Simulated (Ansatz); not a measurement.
# Pd wire along [111], 6 atoms a period: bands by functional and under strain, part 2 of 4

Aim: is the Pd wire along [111], 6 atoms a period a metal or a semiconductor?

Ansatz 0.2.0; DFT PBE, plane waves, PAW; relaxation of a wire's period (the session's first sound run).

So far. Step 2 (Relaxation of atoms and period): The cell's length comes to 6.213 Å with an absolute moment of 1.25 μB a cell. 1 contact a cell pass between under 1.1 and over 1.27 times the sum of covalent radii, so the wire has rearranged from the shape that names it.

### 3. Bands of the perfect wire

This step: DFT PBE, plane waves, PAW; channels and complex bands of a perfect wire (Ansatz 0.2.0).

At the relaxed period the Bloch states of the perfect wire are found at each energy: those that move forward count the open channels, and those that decay describe how a disturbance dies away inside the wire itself. An energy step of 0.035 eV is under the 0.039 eV that the program asks for its thermal average at 300 K.

input.yaml

```yaml
crystal:
  lattice:
    - [9.586, 0.0, 0.0]
    - [0.0, 10.017, 0.0]
    - [0.0, 0.0, 6.2128532732]
  atoms:
    - { symbol: Pd, position: [0.352406824, 0.499999827, 0.0], spin: 0.14 }
    - { symbol: Pd, position: [0.620728817, 0.499999827, 0.0], spin: 0.13 }
    - { symbol: Pd, position: [0.479603147, 0.417061281, 0.339703215], spin: 0.18 }
    - { symbol: Pd, position: [0.679145268, 0.601985894, 0.370026852], spin: 0.23 }
    - { symbol: Pd, position: [0.479603147, 0.582938373, 0.660296785], spin: 0.18 }
    - { symbol: Pd, position: [0.679145268, 0.39801376, 0.629973148], spin: 0.23 }
magnetization:
  spin_polarized: true
kpoints:
  mp_grid: { grid: [1, 1, 13] }
  band_path: { path: ["Γ", Z], npoints: 50 }
scf:
  occupations: { method: fermi_dirac, width: 0.05 }
hamiltonian:
  xc: pbe
output:
  transmission:
    e_range: [-2, 2]
    de: 0.035
    kmesh: [1, 1]
    reduced_basis: true
    leads: [[0, 0]]
  dos: { e_range: [-5, 4] }
  write_potential: true
  write_density: true
  volumetric_format: npy
  elf: true
```

Run with:

```bash
$ ansatz run input.yaml --threads 8 --pin off --max-ram 16384MiB --backend cpu --events-out ev --progress --plain --runs-dir out
```

Numbers of over 12 decimals in the logs are rounded to 6 here.

Output:

```text
[...]
Crystal: 6 atoms, lattice volume = 596.577 Å³
Basis set: ecut = 420 eV, 11669 PW (Γ)
Bands: 66, of which v1, the nominal top of the filled ones, is band 54 counted from 1 (53 counted from 0)
Symmetry: 2 space group operations
[...]
k-points: 7 of 13
[...]
Starting moments: Σ|m| = 1.09 μB on 6 of 6 sites
[...]
SCF iter   1: F=—  HF=-41832.404496 eV  |F-HF|=—  |Δ(HF+E_count)|=         —  Δρ=2.90e-2 (↑2.90e-2 ↓2.79e-2)  dr2=2.26e1  dr2_m=2.58e-2  M=0.942 μB ∫|m|=0.971 μB  β_m=0.30  ethr=3.10e-3  ⟨swp⟩=6.0  Hψ=3616  notcnv=0  defer=10
[...]
SCF iter   2: F=—  HF=-41828.973930 eV  |F-HF|=—  |Δ(HF+E_count)|=    3.43e0  Δρ=1.42e-2 (↑1.42e-2 ↓1.41e-2)  dr2=5.92e0  dr2_m=1.51e-2  M=0.874 μB ∫|m|=0.924 μB  β_m=0.30  ethr=3.10e-3  ⟨swp⟩=2.0  Hψ=1611  notcnv=0  defer=41
spin-set hold released at iteration 2 (site moments show no strong build): the magnetisation degrees of freedom join the quasi-Newton model from the next iteration; the mixer history was kept
SCF iter   3: F=—  HF=-41827.981616 eV  |F-HF|=—  |Δ(HF+E_count)|=   9.92e-1  Δρ=6.29e-3 (↑5.20e-3 ↓6.29e-3)  dr2=1.01e0  dr2_m=8.24e-3  M=0.872 μB ∫|m|=0.929 μB  β_m=0.30  ethr=3.10e-3  ⟨swp⟩=2.1  Hψ=1499  notcnv=0  defer=43
[...]
SCF iter  20: F=-41827.873348 eV  HF=-41827.873348 eV  |F-HF|=8.86e-9  |Δ(HF+E_count)|=   2.42e-9  Δρ=4.95e-7 (↑4.95e-7 ↓4.53e-7)  dr2=1.03e-8  dr2_m=1.47e-10  M=1.155 μB ∫|m|=1.252 μB  ethr=2.11e-11  ⟨swp⟩=3.0  Hψ=2045  notcnv=0
SCF 1 converged in 20 iterations: F = -41827.873348 eV  dr2 = 1.03e-8
[...]
transmission: 16 of 96 steps passed
transmission: 24 of 96 steps passed
[...]
transmission: 96 of 96 steps passed
WARN: The output density's exchange-correlation potential varies sharply where the density is thin. Do not read a vacuum level from v_tot or v_xc, or from such a field of the output density. On a cell that repeats whose density bears no net charge and no dipole along the vacuum's axis use v_es (v_loc + v_h of the components); under efield.dipole_correction with no amplitude use v_es + v_field, which holds any externa [...]
NSCF: frozen V_eff on 51 k-points
SCF converged after 20 iterations
Magnetization: 1.1552 μB (54.5776 up, 53.4224 down)
Absolute magnetization: 1.2518 μB (∫|ρ↑−ρ↓|, with the PAW one-centre terms)
[...]
Per-site moments (μB) at R_I (Å): [(0.141416, 1.061006), (0.131387, 1.061006), (0.184694, 1.062237), (0.230911, 1.063120), (0.184694, 1.062237), (0.230911, 1.063120)]
Free energy (F): -41827.873348 eV
[...]
Internal energy: -41827.767591 eV  (E = F + TS)
E sigma→0 (E₀):  -41827.820470 eV
Entropy (-TS):   -0.105757 eV (-17.626 meV/atom)
Fermi energy:    -0.887593 eV
[...]
--- Band table (eV; the first three rows and the last of 14) ---
  k-point 0 ↑: bands = [... 50 lower, -1.2720, -1.2236, -1.1526, -1.0892, -1.0733, -0.3656, 0.2432, 1.1663, ... 8 higher]
  k-point 1 ↑: bands = [... 50 lower, -1.2764, -1.2328, -1.1816, -1.0780, -1.0484, -0.3531, 0.2717, 0.7962, ... 8 higher]
  k-point 2 ↑: bands = [... 50 lower, -1.2868, -1.2670, -1.1889, -1.0886, -0.9866, -0.3271, 0.3287, 0.3695, ... 8 higher]
  k-point 6 ↓: bands = [... 50 lower, -1.2078, -1.1589, -0.9522, -0.8385, -0.7124, -0.5854, 0.5654, 0.8612, ... 8 higher]
--- Transmission ---
  basis      : 841 plane waves across, 8 finite elements along
  points     : 1, standing for a mesh of 1 x 1
  filling    : by the input's occupations and mesh, since the crystals that have channels conduct as metals do. If one of these is a semiconductor, that mesh has misplaced its level
  energies   : 115 from -2.000000 to 1.990000 eV about the Fermi level, 0.035000 eV apart; the leads are filled to 0.000000 eV, and channels, transmission and decay are at -0.005000 eV
  crystal 0  : Pd6, at the sites [0, 0], period 6.2129 Å: whole cells are its period
    offset         : up to 0.0000 Å between an atom of the period and one for which it stands
    filled         : 6.0 meV over the level at which it is neutral
    channels       : 1.000000e0 up, 1.000000e0 down
    conductance    : 9.6319e13 S/m² at 300 K; may be off by some 0.8 % by where its bands' edges are placed, 3.0 % from the distance to neutral
```

Run time: 65 s. Hardware: 8 threads of AMD EPYC 9R45, shared host; peak memory 3.1 GiB; 7.3 min of CPU time.

This step gave:

| Property | Result |
| --- | --- |
| energy at zero smearing | -41827.8205 eV |
| channels at the energy nearest the Fermi level, spin up | 1 |
| channels at the energy nearest the Fermi level, spin down | 1 |
| conductance of the lead as this run defines it | 1.194 G₀ |
| band gap | 0 eV |

The open channels of the lead by energy, zero at the Fermi level:

```csv
energy (eV),spin up,spin down
-2.00,1,0
-1.90,1,1
-1.79,0,2
-1.69,1,1
-1.58,2,1
-1.48,0,2
-1.37,0,0
-1.23,2,1
-1.12,0,2
-1.02,1,0
-0.92,0,1
-0.81,3,0
-0.70,1,3
-0.60,3,1
-0.49,0,2
-0.39,2,2
-0.28,2,2
-0.18,2,1
-0.07,1,2
-0.01,1,1
0.07,2,1
0.17,1,2
0.28,1,2
0.38,1,1
0.48,1,1
0.59,0,1
0.69,0,0
0.80,0,0
0.91,0,0
1.01,2,2
1.11,2,2
1.22,3,3
1.36,3,3
1.47,3,3
1.57,2,2
1.68,3,3
1.78,1,3
1.89,1,1
1.99,1,1
```

Spin up; the slowest values at each energy, most degenerate partners merged, listed up to 1.5 1/Å. The Im kz of the slowest decaying states by energy, zero at the Fermi level:

```csv
energy (eV),decay 1 (Å⁻¹),decay 2 (Å⁻¹),decay 3 (Å⁻¹),decay 4 (Å⁻¹)
-2.000,0.0962,0.101,0.277,0.292
-1.790,0.0354,0.0531,0.0669,0.165
-1.615,0.0152,0.0800,0.0929,0.157
-1.405,0.124,0.139,0.204,0.209
-1.195,0.0423,0.0812,0.161,0.202
-0.985,0.0156,0.0986,0.178,0.247
-0.810,0.157,0.232,0.295,0.382
-0.600,0.187,0.236,0.302,0.495
-0.390,0.0748,0.120,0.192,0.333
-0.215,0.0313,0.188,0.277,0.428
-0.005,0.0676,0.335,0.346,0.399
0.205,0.156,0.328,0.351,0.409
0.415,0.202,0.305,0.355,0.465
0.590,0.0511,0.321,0.402,0.506
0.800,0.0657,0.257,0.506,0.554
1.010,0.158,0.552,0.572,0.630
1.185,0.531,0.607,0.719,0.754
1.395,0.499,0.648,0.767,0.780
1.605,0.457,0.695,0.774,0.806
1.815,0.0378,0.407,0.757,0.772
```

Spin down; the slowest values at each energy, most degenerate partners merged, listed up to 1.5 1/Å. Im kz of the slowest decaying states against energy, zero at the Fermi level:

```csv
energy (eV),decay 1 (Å⁻¹),decay 2 (Å⁻¹),decay 3 (Å⁻¹),decay 4 (Å⁻¹)
-2.000,0.0682,0.157,0.308,0.364
-1.790,0.0205,0.0876,0.175,0.245
-1.615,0.0352,0.0434,0.0739,0.171
-1.405,0.0875,0.104,0.196,0.210
-1.195,0.0336,0.0713,0.112,0.228
-0.985,0.110,0.118,0.152,0.291
-0.810,0.0182,0.0734,0.208,0.231
-0.600,0.0735,0.209,0.226,0.314
-0.390,0.161,0.252,0.272,0.314
-0.215,0.133,0.162,0.322,0.349
-0.005,0.0468,0.173,0.189,0.420
0.205,0.345,0.385,0.409,0.538
0.415,0.196,0.277,0.359,0.442
0.590,0.0921,0.317,0.342,0.483
0.800,0.0747,0.285,0.437,0.531
1.010,0.199,0.531,0.551,0.590
1.185,0.0603,0.532,0.580,0.666
1.395,0.501,0.625,0.750,0.752
1.605,0.0106,0.461,0.672,0.760
1.815,0.413,0.733,0.764,0.799
```

Spin density in the ca plane at fractional y = 0.398, with atoms of Pd within 0.2 Å of it.

Ten even steps from '0' (0.00 e/Å³) to '9' (0.16 e/Å³), each cell a mean:
```
00000000000000000
00000000000000000
00000000000000000
00000000000000000
00000000000000000
00000000001210000
00000000034740000
00000000169951000
00000000047420000
00000000001100000
00000022000000000
00002288100000000
00002564100000000
00001341000000000
00000010000000000
00000000000000000
00000000000000000
00000000000000000
00000000000000000
00000000000000000
00000000000000000
00000000000000000
00000000000000000
00000000000000000
```
Columns run along c (6.2 Å), rows up along a (9.6 Å). Atoms in or near the plane, at fractional coordinates: Pd at (0.34, 0.48), Pd at (0.63, 0.68).

Electrostatic potential energy in the ca plane at fractional y = 0.398, with atoms of Pd within 0.2 Å of it. With pseudopotentials it is smooth inside the atoms' cores, unlike the true potential.

Values in eV, 13 rows by 16 columns, each cell a mean:
```
  3   4   4   4   4   4   4   4   4   3   3   3   3   3   3   3
  4   4   4   4   4   4   4   3   3   3   3   3   3   3   3   3
  3   3   4   4   4   4   3   2   0  -5  -7  -3   0   2   3   3
  1   2   3   4   4   4   2  -2 -23 -41 -44 -38 -14   0   2   1
 -5  -2   1   3   3   2   1  -3 -24 -42 -44 -39 -15  -1  -1  -4
 -2   0   1  -2 -13 -21 -18  -7  -3  -7  -8  -4   1   2   1  -1
  2   2  -1 -17 -43 -46 -46 -29  -4   2   3   4   4   4   3   3
 -2   0   0  -7 -24 -32 -28 -12   0   3   4   4   4   3   2  -1
 -6  -2   1   1   1   0   0   2   3   4   4   4   4   2   0  -4
  0   1   2   3   3   3   3   3   4   4   4   4   3   3   2   0
  3   3   3   3   3   3   4   4   4   4   4   4   3   3   3   3
  3   3   3   3   3   3   4   4   4   4   4   3   3   3   3   3
  3   3   3   3   4   4   4   4   4   4   4   3   3   3   3   3
```
Columns run along c (6.2 Å; values clipped at the 3rd and 97th percentile), rows up along a (9.6 Å). Atoms in or near the plane, at fractional coordinates: Pd at (0.34, 0.48), Pd at (0.63, 0.68).

ELF in the ca plane at fractional y = 0.398, with atoms of Pd within 0.2 Å of it. It is the smooth field of the valence electrons, not physical close to the nuclei.

Ten even steps from '_' (0.00) to '@' (0.54), each cell a mean:
```
__________________________________
__________________________________
________________........__________
______________....::::::......____
..________......::--====::::::....
::............::--**@@%%++------::
----::....::::::++@@@@%%@@**----==
++==--::::::::--**@@****@@##====++
**==------------++@@@@@@@@++--==++
++====--======--==++####++==----++
====--==**@@%%**--====------::--==
--==--++@@%%%%@@++------::::::::--
------++@@####@@**----::::::::::--
====--==%%@@@@%%==::::::::::::----
++====--==****==::::......::--==++
**++==--------::..........::--==**
++==--::::::::....______..::--====
--::::........____________..::::--
......______________________......
__________________________________
__________________________________
__________________________________
__________________________________
__________________________________
```
Columns run along c (6.2 Å), rows up along a (9.6 Å). Atoms in or near the plane, at fractional coordinates: Pd at (0.34, 0.48), Pd at (0.63, 0.68).

By hand: the program gives 9.6319 × 10^13 S/m² over the cell's cross-section of 96.02 Å² = 9.602 × 10^-19 m², so one cell conducts 9.249 × 10^-5 S. Divided by G0 = 2e²/h = 7.748 × 10^-5 S this is 1.19 G0, a resistance of 10.8 kΩ.

At the computed energy nearest the Fermi level there are 1 spin-up and 1 spin-down channels, and the thermal average gives 1.19 G₀.

### 4. Levels at the same atoms, level LDA, cutoff 420 eV

This step: DFT LDA, plane waves, PAW; bands of a perfect wire at the PBE geometry (Ansatz 0.2.0).

The atoms stay at the PBE geometry and the functional changes. At fixed atoms LDA and the gradient-corrected functionals usually give like bands; this run checks that. Against the first PBE run of this kind, the mesh along the wire has 10 points against 13.

input.yaml, the sections that differ from step 3:

```yaml
kpoints:
  mp_grid: { grid: [1, 1, 10] }
  band_path: { path: ["Γ", Z], npoints: 50 }
hamiltonian:
  xc: lda
# crystal, magnetization, scf: as in step 3
# output: removed
```

Output:

```text
[...]
Crystal: 6 atoms, lattice volume = 596.577 Å³
Basis set: ecut = 420 eV, 11669 PW (Γ)
Bands: 66, of which v1, the nominal top of the filled ones, is band 54 counted from 1 (53 counted from 0)
Symmetry: 2 space group operations
[...]
k-points: 6 of 10
[...]
Starting moments: Σ|m| = 1.09 μB on 6 of 6 sites
[...]
SCF iter   1: F=—  HF=-41061.055139 eV  |F-HF|=—  |Δ(HF+E_count)|=         —  Δρ=3.38e-2 (↑3.38e-2 ↓3.26e-2)  dr2=3.12e1  dr2_m=2.68e-2  M=1.003 μB ∫|m|=1.021 μB  β_m=0.30  ethr=3.10e-3  ⟨swp⟩=7.9  Hψ=3483  notcnv=0  defer=10
[...]
SCF iter  22: F=-41054.744219 eV  HF=-41054.744219 eV  |F-HF|=2.47e-10  |Δ(HF+E_count)|=  1.96e-10  Δρ=1.90e-7 (↑1.90e-7 ↓1.66e-7)  dr2=5.12e-10  dr2_m=5.44e-11  M=0.330 μB ∫|m|=0.348 μB  ethr=1.69e-12  ⟨swp⟩=2.0  Hψ=1495  notcnv=0
SCF 1 converged in 22 iterations: F = -41054.744219 eV  dr2 = 5.12e-10
[...]
SCF converged after 22 iterations
Magnetization: 0.3302 μB (54.1651 up, 53.8349 down)
Absolute magnetization: 0.3483 μB (∫|ρ↑−ρ↓|, with the PAW one-centre terms)
[...]
Per-site moments (μB) at R_I (Å): [(0.035208, 1.061006), (0.042195, 1.061006), (0.049821, 1.062237), (0.067608, 1.063120), (0.049821, 1.062237), (0.067608, 1.063120)]
Free energy (F): -41054.744219 eV
[...]
Internal energy: -41054.624872 eV  (E = F + TS)
E sigma→0 (E₀):  -41054.684545 eV
Entropy (-TS):   -0.119347 eV (-19.891 meV/atom)
Fermi energy:    -1.270043 eV
[...]
--- Band table (eV; the first three rows and the last of 12) ---
  k-point 0 ↑: bands = [... 50 lower, -1.5878, -1.4849, -1.4442, -1.3710, -1.3675, -0.7323, -0.1087, 0.7626, ... 8 higher]
  k-point 1 ↑: bands = [... 50 lower, -1.5879, -1.5385, -1.4525, -1.3696, -1.3186, -0.7130, -0.0605, 0.2561, ... 8 higher]
  k-point 2 ↑: bands = [... 50 lower, -1.6095, -1.5835, -1.4514, -1.3719, -1.2408, -0.6995, -0.2496, 0.0813, ... 8 higher]
  k-point 5 ↓: bands = [... 50 lower, -1.5928, -1.5626, -1.3749, -1.2732, -1.1377, -1.0237, 0.2394, 0.3242, ... 8 higher]
```

Elapsed: 11 s, on 8 threads; peak memory 3 GiB; 87 s of CPU time.

Numbers from this step:

```
energy at zero smearing : -41054.6845 eV
total moment            : 0.3302 μB
absolute moment         : 0.3483 μB
```

Bands cross the Fermi level, as under PBE at the relaxed period, with an absolute moment of 0.35 μB a cell.

### 5. Levels at the same atoms, level PBEsol, cutoff 420 eV

This step: DFT PBEsol, plane waves, PAW; bands of a perfect wire at the PBE geometry (Ansatz 0.2.0).

The atoms stay at the PBE geometry and the functional changes. At fixed atoms LDA and the gradient-corrected functionals usually give like bands; this run checks that. Against the first PBE run of this kind, the mesh along the wire has 10 points against 13.

Edit input.yaml of step 4 so:

```diff
@@ -20,2 +20,2 @@
 hamiltonian:
-  xc: lda
+  xc: pbesol
```

Output:

```text
[...]
Crystal: 6 atoms, lattice volume = 596.577 Å³
Basis set: ecut = 420 eV, 11669 PW (Γ)
Bands: 66, of which v1, the nominal top of the filled ones, is band 54 counted from 1 (53 counted from 0)
Symmetry: 2 space group operations
[...]
k-points: 6 of 10
[...]
Starting moments: Σ|m| = 1.09 μB on 6 of 6 sites
[...]
k-point 0 ↑: bands = [... 50 lower, -1.3401, -1.2755, -1.2152, -1.1508, -1.1397, -0.4399, 0.1849, 1.0523, ... 8 higher]
  k-point 1 ↑: bands = [... 50 lower, -1.3447, -1.3060, -1.2434, -1.1450, -1.0930, -0.4209, 0.2329, 0.5438, ... 8 higher]
  k-point 2 ↑: bands = [... 50 lower, -1.3700, -1.3467, -1.2348, -1.1568, -1.0105, -0.4142, 0.0368, 0.3748, ... 8 higher]
  k-point 5 ↓: bands = [... 50 lower, -1.2889, -1.2529, -1.0479, -0.9359, -0.8197, -0.6882, 0.5815, 0.6609, ... 8 higher]
[key lines of the parts left out:]
SCF converged after 20 iterations
Magnetization: 0.9669 μB (54.4835 up, 53.5165 down)
Free energy (F): -41428.544490 eV
Fermi energy:    -0.976636 eV
```

It took 11 s on 8 threads; peak memory 3 GiB; 86 s of CPU time.

Bands cross the Fermi level, as under PBE at the relaxed period, with an absolute moment of 1.04 μB a cell.

### 6. Another level of theory, level r2SCAN, cutoff 500 eV

This step: DFT r2SCAN, plane waves, PAW; bands of a perfect wire at the PBE geometry (Ansatz 0.2.0).

The atoms stay at the PBE geometry and the functional changes. r2SCAN also reads the kinetic-energy density; it often gives larger moments and wider gaps than PBE, at a higher cost. Against the first PBE run of this kind, the cutoff is 500 eV against 420 and the mesh along the wire has 10 points against 13.

Edit input.yaml of step 5 so:

```diff
@@ -20,2 +20,2 @@
 hamiltonian:
-  xc: pbesol
+  xc: r2scan
```

Output:

```text
[...]
Crystal: 6 atoms, lattice volume = 596.577 Å³
Basis set: ecut = 500 eV, 15153 PW (Γ), exchange–correlation on 288×300×192 points (64 copies of the dense FFT grid, shifted against one another)
Bands: 66, of which v1, the nominal top of the filled ones, is band 54 counted from 1 (53 counted from 0)
Symmetry: 2 space group operations
[...]
k-points: 6 of 10
[...]
k-point 0 ↑: bands = [... 50 lower, -1.5130, -1.4751, -1.4236, -1.2550, -1.2164, -0.2979, 0.3558, 1.3460, ... 8 higher]
  k-point 1 ↑: bands = [... 50 lower, -1.5016, -1.4709, -1.4296, -1.2432, -1.2221, -0.2759, 0.4040, 0.7897, ... 8 higher]
  k-point 2 ↑: bands = [... 50 lower, -1.4954, -1.4795, -1.4232, -1.2628, -1.1769, -0.2748, 0.2234, 0.5544, ... 8 higher]
  k-point 5 ↓: bands = [... 50 lower, -1.1635, -1.0940, -0.7935, -0.6137, -0.5056, -0.2458, 0.9531, 0.9652, ... 8 higher]
[key lines of the parts left out:]
SCF converged after 26 iterations
Magnetization: 2.5337 μB (55.2668 up, 52.7332 down)
Free energy (F): -41904.123150 eV
Fermi energy:    -0.800288 eV
```

Run time: 24 s. Hardware: 8 threads; peak memory 4.5 GiB; 3.1 min of CPU time.

Bands cross the Fermi level, as under PBE at the relaxed period, with an absolute moment of 2.96 μB a cell.

### 7. Another level of theory, level PBE, no spin, cutoff 420 eV

This step: DFT PBE, plane waves, PAW; bands of a perfect wire at the PBE geometry (Ansatz 0.2.0).

The same atoms without spin show what the magnetic order does to the bands. Against the first PBE run of this kind, the mesh along the wire has 10 points against 13.

input.yaml, the sections that differ from step 6:

```yaml
crystal:
  lattice:
    - [9.586, 0.0, 0.0]
    - [0.0, 10.017, 0.0]
    - [0.0, 0.0, 6.2128532732]
  atoms:
    - { symbol: Pd, position: [0.352406824, 0.499999827, 0.0] }
    - { symbol: Pd, position: [0.620728817, 0.499999827, 0.0] }
    - { symbol: Pd, position: [0.479603147, 0.417061281, 0.339703215] }
    - { symbol: Pd, position: [0.679145268, 0.601985894, 0.370026852] }
    - { symbol: Pd, position: [0.479603147, 0.582938373, 0.660296785] }
    - { symbol: Pd, position: [0.679145268, 0.39801376, 0.629973148] }
hamiltonian:
  xc: pbe
# kpoints, scf: as in step 6
# magnetization: removed
```

Output:

```text
[...]
Crystal: 6 atoms, lattice volume = 596.577 Å³
Basis set: ecut = 420 eV, 11669 PW (Γ)
Bands: 65, of which v1, the nominal top of the filled ones, is band 54 counted from 1 (53 counted from 0)
Symmetry: 2 space group operations
[...]
k-points: 6 of 10
[...]
--- Band table (eV; the first three rows and the last of 6) ---
  k-point 0: bands = [... 50 lower, -1.2384, -1.1136, -1.0582, -0.9952, -0.9865, -0.3231, 0.2820, 1.1993, ... 7 higher]
  k-point 1: bands = [... 50 lower, -1.2306, -1.1672, -1.0681, -0.9948, -0.9346, -0.3035, 0.3300, 0.6867, ... 7 higher]
  k-point 2: bands = [... 50 lower, -1.2381, -1.2184, -1.0728, -0.9918, -0.8561, -0.2888, 0.1705, 0.4716, ... 7 higher]
  k-point 5: bands = [... 50 lower, -1.2647, -1.2251, -1.0433, -0.9411, -0.7903, -0.6796, 0.6386, 0.7219, ... 7 higher]
[key lines of the parts left out:]
SCF converged after 12 iterations
Free energy (F): -41827.867588 eV
Fermi energy:    -0.914195 eV
```

It took 4.9 s on 8 threads; peak memory 2.3 GiB.

The electronic bands at the labelled points (eV, zero at the Fermi level):

```csv
point,band 51,band 52,band 53,band 54,band 55,band 56,band 57,band 58
Γ,-0.32,-0.20,-0.14,-0.08,-0.07,0.59,1.20,2.11
halfway,-0.35,-0.30,-0.15,-0.08,0.10,0.55,0.99,1.49
Z,-0.35,-0.31,-0.13,-0.03,0.12,0.23,1.55,1.64
```

Bands cross the Fermi level, as under PBE at the relaxed period.

(Part 2 of 4 ends here.)

[Logs are printed without paths, hosts, clocks, repeated set-up lines and the standing remarks that a program may print on its own settings, such as how far it seeks lower states.]

[Hosts, paths, dates, database ids (printed as entryN), source tags and the programs' standing remarks are cut or masked in the printed files.]
